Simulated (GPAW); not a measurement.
## Settings that the conductance of a Au chain with a Cl atom on top of one atom needs: K-points along the junction cell: kz = 2

GPAW 26.7.0; GPAW LCAO, PAW setups; Landauer transmission from Green's functions with principal layers (ASE), zero bias.

File run.py:

```python
import json
import numpy as np
from ase import Atoms
from ase.transport.calculators import TransportCalculator
from gpaw import GPAW, FermiDirac
from gpaw.lcao.tools import get_lcao_hamiltonian
from scipy.linalg import eigh

# The junction with lead layers at both ends, along the third cell vector
device = Atoms(
    ['Au', 'Au', 'Au', 'Au', 'Au', 'Au', 'Cl', 'Au', 'Au', 'Au', 'Au', 'Au'],
    positions=[
        [4.50000, 4.50000, 1.30000],
        [4.50000, 4.50000, 3.90000],
        [4.50000, 4.50000, 6.50000],
        [4.50000, 4.50000, 9.10000],
        [4.50000, 4.50000, 11.70000],
        [4.50000, 4.50000, 14.30000],
        [6.61420, 4.50000, 14.30000],
        [4.50000, 4.50000, 16.90000],
        [4.50000, 4.50000, 19.50000],
        [4.50000, 4.50000, 22.10000],
        [4.50000, 4.50000, 24.70000],
        [4.50000, 4.50000, 27.30000]],
    cell=[[9.0, 0.0, 0.0], [0.0, 9.0, 0.0], [0.0, 0.0, 28.6]],
    pbc=True)

# One principal layer of the lead: the first 3 atoms of the device
lead = Atoms(
    ['Au', 'Au', 'Au'],
    positions=[
        [4.50000, 4.50000, 1.30000],
        [4.50000, 4.50000, 3.90000],
        [4.50000, 4.50000, 6.50000]],
    cell=[[9.0, 0.0, 0.0], [0.0, 9.0, 0.0], [0.0, 0.0, 7.8]],
    pbc=True)

settings = dict(mode='lcao', basis='dzp', xc='PBE', h=0.2,
                occupations=FermiDirac(0.1), maxiter=250,
                mixer=dict(beta=0.1, nmaxold=8, weight=100.0),
                convergence=dict(density=0.0001))
energies = np.arange(-2, 2 + 1e-9, 0.05)
eta = 0.0001
n1, n2 = 1, 1
# k and -k transmit alike, so half of the mesh across the current serves
mesh = [(i, j) for i in range(n1) for j in range(n2) if (i, j) <= (-i % n1, -j % n2)]
weights = np.array([1 if (i, j) == (-i % n1, -j % n2) else 2 for i, j in mesh]) / (n1 * n2)

# [... helper functions left out ...]
fermi_lead = ground_state(lead, (1, 1, 15), 'lead.txt')
fermi_device = ground_state(device, (1, 1, 2), 'device.txt')
# [... loop over the mesh left out, but for ...]
        # Shift the lead onto the potential of the device's first layer
        shift = ((H[:, 0, 0] - H0[:, 0, 0]) / S0[0, 0]).real.mean()
# [...]
kT = 8.617333e-5 * 77
bias = [0.1, 0.2, 0.5, 1.0, 1.5, 2.0]
# [... integrals and printing left out ...]
```

Command:

```
$ OMP_NUM_THREADS=1 OPENBLAS_NUM_THREADS=2 python run.py
```

Q: Predict the conductance; and current through one cell, from the zero-bias transmission against bias.

Each channel passes at most one electron wave, so a value between whole numbers means that at least one channel is partly reflected. Current over bias at the lowest bias computed gives the conductance there: 22.8 μS, or 0.295 G₀ with G₀ = 2e²/h = 77.5 μS.

Numbers from this step:

```
conductance                                 : 0.2941 G₀
thermopower                                 : 3.689 μV/K
largest misfit of the first principal layer : 0.01482 eV
shift that aligns the lead                  : 3.06e-4 eV
transmission at the Fermi level (one spin)  : 0.2940
```

One spin. Table of transmission, zone mean by energy, zero at the Fermi level:

```csv
energy (eV),"transmission, zone mean"
-2.000,1.69
-1.800,2.29
-1.600,2.35
-1.550,2.39
-1.400,1.62
-1.250,2.33
-1.200,1.63
-1.000,1.21
-0.800,1.04
-0.600,1.00
-0.400,1.05
-0.200,0.700
0.000,0.294
0.200,0.176
0.400,0.0278
0.600,0.0923
0.800,0.544
1.000,0.839
1.200,0.947
1.400,0.983
1.600,0.995
1.800,0.999
2.000,0.999
```

Not self-consistent under bias; the bias window is split evenly. Table of current through one cell, from the zero-bias transmission by bias:

```
bias (V)  current through one cell, from the zero-bias transmission (μA)
   0.100                                                            2.28
   0.200                                                            4.62
   0.500                                                            14.5
   1.000                                                            36.0
   1.500                                                            58.6
   2.000                                                            92.9
```

[Logs are printed without paths, hosts, clocks, repeated set-up lines and the standing remarks that a program may print on its own settings, such as how far it seeks lower states.]

[Hosts, paths, dates, database ids (printed as entryN), source tags and the programs' standing remarks are cut or masked in the printed files.]
